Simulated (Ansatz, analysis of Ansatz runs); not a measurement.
## Interstitial H+ in rutile SnO2: local vibrational mode, PBE

Subject: interstitial H+ in rutile SnO2. Wanted: its local vibrational mode, in one set-up (PBE, 96-site cell, PBE lattice, 420 eV, k: the single point 1/4 1/4 1/4). The model is a cell of 96 host atoms with 1 H put in. The frequencies come from force constants among the defect atom and its neighbours, with the masses of the isotopes named. A local or semilocal functional is the cheapest first rung.

What was measured. O-H stretch, 1H: 3156.1 cm⁻¹ at 4.2 K, by polarized FTIR absorption (“Hydrogen impurities and shallow donors in SnO2 studied by infrared spectroscopy”, 2011, F. Bekisli et al.). O-D stretch, 2H: 2360.4 cm⁻¹ at 4.2 K, by polarized FTIR absorption (“Hydrogen impurities and shallow donors in SnO2 studied by infrared spectroscopy”, 2011, F. Bekisli et al.). The calculation is set beside it at the end.

Main program and level: Ansatz 0.2.0; plane-wave PAW DFT, PBE; relaxation of all atoms of a defect supercell.

## (1) Set-up

The cell holds 97 atoms: 32 Sn, 64 O and 1 H. Cell: a = 11.625 Å, b = 11.625 Å, c = 13.653 Å, α = 54.0°, β = 54.0°, γ = 71.9°. It derives from SnO2 (space group P4_2/mnm). Nearest the centre at fractional (0.278, 0.472, 0.699): H97 at 0.00 Å, O20 at 1.01 Å, Sn85 at 2.32 Å, Sn14 at 2.32 Å, Sn39 at 2.32 Å, O89 at 2.35 Å, O18 at 2.35 Å, O47 at 2.53 Å. The cell carries charge +1.

The host's primitive cell comes from a first run (plane-wave PAW DFT, PBE; relaxation of the host's cell and atoms): vectors of 4.827, 4.827 and 3.238 Å. That is 12.57 Å³ an atom, 5.5 % over the diffraction cell's volume. The supercell is built on it.

## (2) Relaxation, charge +1

Every later number rests on the structure around the defect, so the atoms are relaxed at the host's lattice first.

The input, relax/input.yaml:

```yaml
relax:
  f_tol: 0.01
  max_steps: 80
  random_displacement: { amplitude: 0.02, seed: 544 }
crystal:
  lattice:
    - [0.0, 9.65382872, 6.47657153]
    - [9.65382872, 0.0, 6.47657153]
    - [9.65382872, 9.65382872, 0.0]
  atoms:
    - { symbol: Sn, position: [0.0, 0.0, 0.0] }
    - { symbol: Sn, position: [0.25, 0.25, 0.25] }
    - { symbol: Sn, position: [0.125, 0.125, 0.125] }
    - { symbol: Sn, position: [0.375, 0.375, 0.375] }
    - { symbol: O, position: [0.0, 0.0, 0.153285418] }
[... 4 atom lines left out ...]
    - { symbol: O, position: [0.25, 0.25, 0.096714582] }
[... 3 atom lines left out ...]
    - { symbol: Sn, position: [0.25, 0.25, 0.75] }
[... 1 atom line left out ...]
    - { symbol: Sn, position: [0.375, 0.375, 0.875] }
[... 1 atom line left out ...]
    - { symbol: O, position: [0.25, 0.25, 0.903285418] }
    - { symbol: O, position: [0.028285418, 0.221714582, 0.875] }
    - { symbol: O, position: [0.278285418, 0.471714582, 0.625] }
[... 1 atom line left out ...]
    - { symbol: O, position: [0.25, 0.25, 0.596714582] }
    - { symbol: O, position: [0.221714582, 0.028285418, 0.875] }
    - { symbol: O, position: [0.471714582, 0.278285418, 0.625] }
    - { symbol: Sn, position: [0.0, 0.5, 0.0] }
    - { symbol: Sn, position: [0.25, 0.75, 0.25] }
[... 1 atom line left out ...]
    - { symbol: Sn, position: [0.375, 0.875, 0.375] }
    - { symbol: O, position: [0.0, 0.5, 0.153285418] }
    - { symbol: O, position: [0.25, 0.75, 0.403285418] }
[... 4 atom lines left out ...]
    - { symbol: O, position: [0.221714582, 0.528285418, 0.375] }
[... 1 atom line left out ...]
    - { symbol: Sn, position: [0.0, 0.5, 0.5] }
    - { symbol: Sn, position: [0.25, 0.75, 0.75] }
    - { symbol: Sn, position: [0.125, 0.625, 0.625] }
[... 1 atom line left out ...]
    - { symbol: O, position: [0.0, 0.5, 0.653285418] }
[... 1 atom line left out ...]
    - { symbol: O, position: [0.028285418, 0.721714582, 0.875] }
[... 1 atom line left out ...]
    - { symbol: O, position: [0.0, 0.5, 0.846714582] }
    - { symbol: O, position: [0.25, 0.75, 0.596714582] }
    - { symbol: O, position: [0.221714582, 0.528285418, 0.875] }
    - { symbol: O, position: [0.471714582, 0.778285418, 0.625] }
[... 11 atom lines left out ...]
    - { symbol: O, position: [0.971714582, 0.278285418, 0.125] }
[... 2 atom lines left out ...]
    - { symbol: Sn, position: [0.625, 0.125, 0.625] }
    - { symbol: Sn, position: [0.875, 0.375, 0.875] }
[... 2 atom lines left out ...]
    - { symbol: O, position: [0.528285418, 0.221714582, 0.875] }
[... 1 atom line left out ...]
    - { symbol: O, position: [0.5, 0.0, 0.846714582] }
    - { symbol: O, position: [0.75, 0.25, 0.596714582] }
[... 3 atom lines left out ...]
    - { symbol: Sn, position: [0.75, 0.75, 0.25] }
[... 3 atom lines left out ...]
    - { symbol: O, position: [0.75, 0.75, 0.403285418] }
    - { symbol: O, position: [0.528285418, 0.721714582, 0.375] }
[... 1 atom line left out ...]
    - { symbol: O, position: [0.5, 0.5, 0.346714582] }
[... 1 atom line left out ...]
    - { symbol: O, position: [0.721714582, 0.528285418, 0.375] }
[... 1 atom line left out ...]
    - { symbol: Sn, position: [0.5, 0.5, 0.5] }
[... 1 atom line left out ...]
    - { symbol: Sn, position: [0.625, 0.625, 0.625] }
[... 1 atom line left out ...]
    - { symbol: O, position: [0.5, 0.5, 0.653285418] }
[... 3 atom lines left out ...]
    - { symbol: O, position: [0.5, 0.5, 0.846714582] }
[... 2 atom lines left out ...]
    - { symbol: O, position: [0.971714582, 0.778285418, 0.625] }
    - { symbol: H, position: [0.278285418, 0.471714582, 0.698875] }
total_charge: 1
basis:
  ecutwfc: 420
  xc_grid: 2
hamiltonian:
  xc: pbe
kpoints:
  mp_grid: { grid: [1, 1, 1], shift: [0.25, 0.25, 0.25] }
scf:
  occupations: { method: fermi_dirac, width: 0.01 }
  max_iter: 120
output:
  forces: true
checkpoint:
  write: "../relax.run"
  compress: false
  write_wavefunctions: true
  write_every: 100000
```

Launch:

```sh
$ ansatz run input.yaml --threads 32 --pin off --max-ram 84787MiB --backend cuda --events-out ev --progress --plain --runs-dir out --max-vram 78GiB
```

Numbers of over 12 decimals in the logs are rounded to 6 here.

The program printed:

```text
Engine: ansatz 0.2.0, aarch64-unknown-linux-gnu
[...]
Pseudopotential: Sn, paw, valence charge 14, recommended cutoff 420 eV (normal), Sn.paw.azcp
Pseudopotential: O, paw, valence charge 6, recommended cutoff 420 eV (normal), O.paw.azcp
Pseudopotential: H, paw, valence charge 1, recommended cutoff 420 eV (normal), H.paw.azcp
Functional definition: PBE
[...]
Crystal: 97 atoms, lattice volume = 1207.186 Å³
Basis set: ecut = 420 eV, 23633 PW (Γ), exchange–correlation on 160×160×192 points (8 copies of the dense FFT grid, shifted against one another)
Bands: 513, of which v1, the nominal top of the filled ones, is band 416 counted from 1 (415 counted from 0)
[...]
k-points: 1
[...]
Functional: x = pbe(κ = 0.804, μ = 0.219515), c = pbe(β = 0.066725)
SCF iter   1: F=—  HF=-229111.896498 eV  |Δ(HF+E_count)|=         —  Δρ=3.12e-3  dr2=8.02e-2  Hψ=1871
[...]
SCF iter   2: F=—  HF=-229113.362043 eV  |Δ(HF+E_count)|=   2.75e-4  Δρ=1.98e-6  dr2=4.43e-8  Hψ=1895
SCF iter   3: F=-229113.362043 eV  HF=-229113.362043 eV  |Δ(HF+E_count)|=   1.82e-8  Δρ=1.10e-6  dr2=1.53e-8  Hψ=1305
SCF 9 converged in 3 iterations: F = -229113.362043 eV  dr2 = 1.53e-8
relax step   9: F+E_penalty+E_count = -229113.36204310 eV  Δ(F+E_penalty+E_count) = -3.623e-8 eV  max|allowed force component| = 2.292e-3 eV/Å  Δτ_max = 0.0000 Å  (3 SCF iters, accepted)
[...]
SCF converged after 3 iterations
Free energy (F): -229113.362043 eV
[...]
Fermi energy:    9.331790 eV
--- Per-component energies (eV) ---
[...]
--- Forces (eV/Å), atoms counted from 1 ---
[...]
--- Band table (eV) ---
[...]
--- Relaxed structure (9 steps of the walk, 9 accepted, 0 SCFs on fresh bases) ---
[...]
```

Elapsed: 8.6 s, on 1 × NVIDIA GB200 with 32 threads of Arm Neoverse V2, shared host; peak memory 1.8 GiB.

The steps of the relaxation:

```csv
step,energy less that of the first step (eV),largest force component (eV/Å)
1,0.0000,3.4754
2,-1.3179,0.6789
3,-1.4346,0.2292
4,-1.4628,0.1029
5,-1.4723,0.0885
6,-1.4774,0.0407
7,-1.4776,0.0247
8,-1.4778,0.0023
9,-1.4778,0.0023
```

The atoms that moved most (Å, from the sites as typed, ahead of the random displacement, the mean shift of all atoms taken out):

```csv
atom,dx,dy,dz,length
H97,0.282,0.059,0.000,0.288
O20,0.219,0.149,0.001,0.265
Sn39,0.079,-0.149,0.000,0.168
O47,-0.139,-0.092,0.000,0.167
Sn85,-0.061,0.065,0.064,0.110
Sn14,-0.062,0.065,-0.064,0.110
O96,0.038,-0.076,0.000,0.085
Sn16,0.001,0.070,0.000,0.070
```

Neighbours of H97 at the end:

```csv
atom,distance (Å)
O20,0.996
O47,2.083
O18,2.357
O89,2.358
Sn39,2.466
O45,2.536
O46,2.538
Sn14,2.617
Sn85,2.617
```

Read from the output:

| Property | Result |
| --- | --- |
| free energy | -229113.3620 eV |

The relaxation ends 15 meV an atom lower than the displaced start, with a largest force component of 0.0023 eV/Å.

## (3) Local vibrational modes

A local mode lives on the defect and the atoms next to it, so only the sites listed in the input are displaced, which costs far fewer SCF runs than the whole cell would.

This step: plane-wave PAW DFT, PBE; finite-displacement force constants among the atoms nearest to a defect, the others at rest.

The input, modes/input.yaml:

```yaml
crystal:
  lattice:
    - [0.0, 9.65382872, 6.47657153]
    - [9.65382872, 0.0, 6.47657153]
    - [9.65382872, 9.65382872, 0.0]
  atoms:
    - { symbol: Sn, position: [-0.00138723, -0.001121224, 0.001291929] }
    - { symbol: Sn, position: [0.251695534, 0.248938333, 0.250548831] }
[... 11 atom lines left out ...]
    - { symbol: Sn, position: [0.251856588, 0.238545825, 0.755013861] }
[... 1 atom line left out ...]
    - { symbol: Sn, position: [0.378814364, 0.371454556, 0.878577335] }
[... 1 atom line left out ...]
    - { symbol: O, position: [0.253323995, 0.248810859, 0.90181742] }
[... 1 atom line left out ...]
    - { symbol: O, position: [0.275044071, 0.475450434, 0.6438928] }
[... 3 atom lines left out ...]
    - { symbol: O, position: [0.470061531, 0.280203786, 0.62304058] }
[... 14 atom lines left out ...]
    - { symbol: Sn, position: [0.113483783, 0.636811221, 0.621301542] }
[... 5 atom lines left out ...]
    - { symbol: O, position: [-0.000722839, 0.50384175, 0.843402602] }
    - { symbol: O, position: [0.246304682, 0.751115148, 0.596248139] }
    - { symbol: O, position: [0.22435712, 0.525837855, 0.863020838] }
[... 37 atom lines left out ...]
    - { symbol: Sn, position: [0.511756364, 0.498416157, 0.49519025] }
[... 3 atom lines left out ...]
    - { symbol: O, position: [0.501542981, 0.49698332, 0.653675456] }
[... 7 atom lines left out ...]
    - { symbol: H, position: [0.266922163, 0.483307524, 0.716507468] }
total_charge: 1
basis:
  ecutwfc: 420
  xc_grid: 2
hamiltonian:
  xc: pbe
kpoints:
  mp_grid: { grid: [1, 1, 1], shift: [0.25, 0.25, 0.25] }
scf:
  occupations: { method: fermi_dirac, width: 0.01 }
  max_iter: 120
output: {}
checkpoint:
  read: "../relax.run"
phonons:
  supercell: [1, 1, 1]
  displaced_sites: [17, 19, 46, 88, 96]
```

The program printed:

```text
[...]
Crystal: 97 atoms, lattice volume = 1207.186 Å³
Basis set: ecut = 420 eV, 23633 PW (Γ), exchange–correlation on 160×160×192 points (8 copies of the dense FFT grid, shifted against one another)
Bands: 513, of which v1, the nominal top of the filled ones, is band 416 counted from 1 (415 counted from 0)
[...]
k-points: 1
[...]
SCF iter   1: F=—  HF=-229113.362043 eV  |Δ(HF+E_count)|=         —  Δρ=1.10e-6  dr2=1.53e-8  Hψ=1840
[...]
SCF 10 converged in 9 iterations: F = -229113.362006 eV  dr2 = 2.15e-12
[...]
SCF 31 converged in 6 iterations: F = -229113.362002 eV  dr2 = 1.86e-12
SCF converged after 4 iterations
Free energy (F): -229113.362043 eV
[...]
force constants formed among 5 of 97 sites (O 17, O 19, O 46, O 88, H 96); the other 92 at rest. The modes move the named sites alone.
  the frequencies, the zero-point energy and the sums are of the block with the acoustic sum rule laid on its rows. Row sums over every site: 1.5e-4 eV/Å² at the most
  transpose residual: 2.7e-4 eV/Å²
  largest component of a force at the reference: 2.3e-3 eV/Å on a named site, 2.3e-3 eV/Å on a site at rest
  frequencies among the named sites at Γ of the cell (cm⁻¹): 223.98 248.08 278.22 318.64 332.02 443.54 448.61 468.78 488.90 562.24 579.44 603.47 836.21 1114.19 3271.29
  unstable modes among the named sites: 0
  frequencies as built, with no sum rule (cm⁻¹): 223.98 248.08 278.22 318.64 332.02 443.53 448.60 468.78 488.90 562.24 579.44 603.47 836.21 1114.20 3271.29
  zero-point energy: 0.633412 eV/cell   skipped modes (ω ≤ 0): 0
  not written: the harmonic force-constant file, the file of eigenvectors (these modes' are written with the force constants), the density of states and the dispersion, which are of every site
[...]
[key lines of the parts left out:]
Fermi energy:    9.331789 eV
```

Elapsed: 13 s, on 1 × NVIDIA GB200 with 32 threads; peak memory 2.4 GiB.

The column dr2 measures how far the density is from self-consistency, as an energy; F and HF (Harris–Foulkes) agree once it is small.

This step gave:

```
free energy : -229113.3620 eV
```

The modes with the largest weight on the probed atoms (the light atom of a pair), for the masses of each isotope. Modes of the displaced atoms (local only where they lie over the host's phonons):

```csv
isotopes,mode (cm⁻¹),share of the defect atoms
H,3272,0.941
H,1114,0.966
H,836.3,0.894
D,2382,0.886
D,804.8,0.899
D,632.6,0.641
```

## (4) Outcome

```json
{"distance from the defect atom to its nearest neighbour": "0.996 Å", "O-H stretch, 1H": "3272 cm⁻¹", "O-D stretch, 2H": "2382 cm⁻¹", "time of the whole chain": "26 s on 32 threads and a graphics card"}
```

In words: O-H stretch, 1H: computed 3272 cm⁻¹, measured 3156.1 cm⁻¹; 115 cm⁻¹ (4 %) above the measurement. O-D stretch, 2H: computed 2382 cm⁻¹, measured 2360.4 cm⁻¹; 22 cm⁻¹ (1 %) above the measurement. The computed value is harmonic, while the measured line is the anharmonic fundamental, which for X–H stretches usually lies a few per cent lower. Only the named neighbours move, so modes near the host's band are approximate.

[Logs are printed without paths, hosts, clocks, repeated set-up lines and the standing remarks that a program may print on its own settings, such as how far it seeks lower states.]

[Hosts, paths, dates, database ids (printed as entryN), source tags and the programs' standing remarks are cut or masked in the printed files.]

[For some hosts the program warned that the k-mesh of the response run may be too coarse for force constants and the static dielectric constant; such warnings are not shown here.]
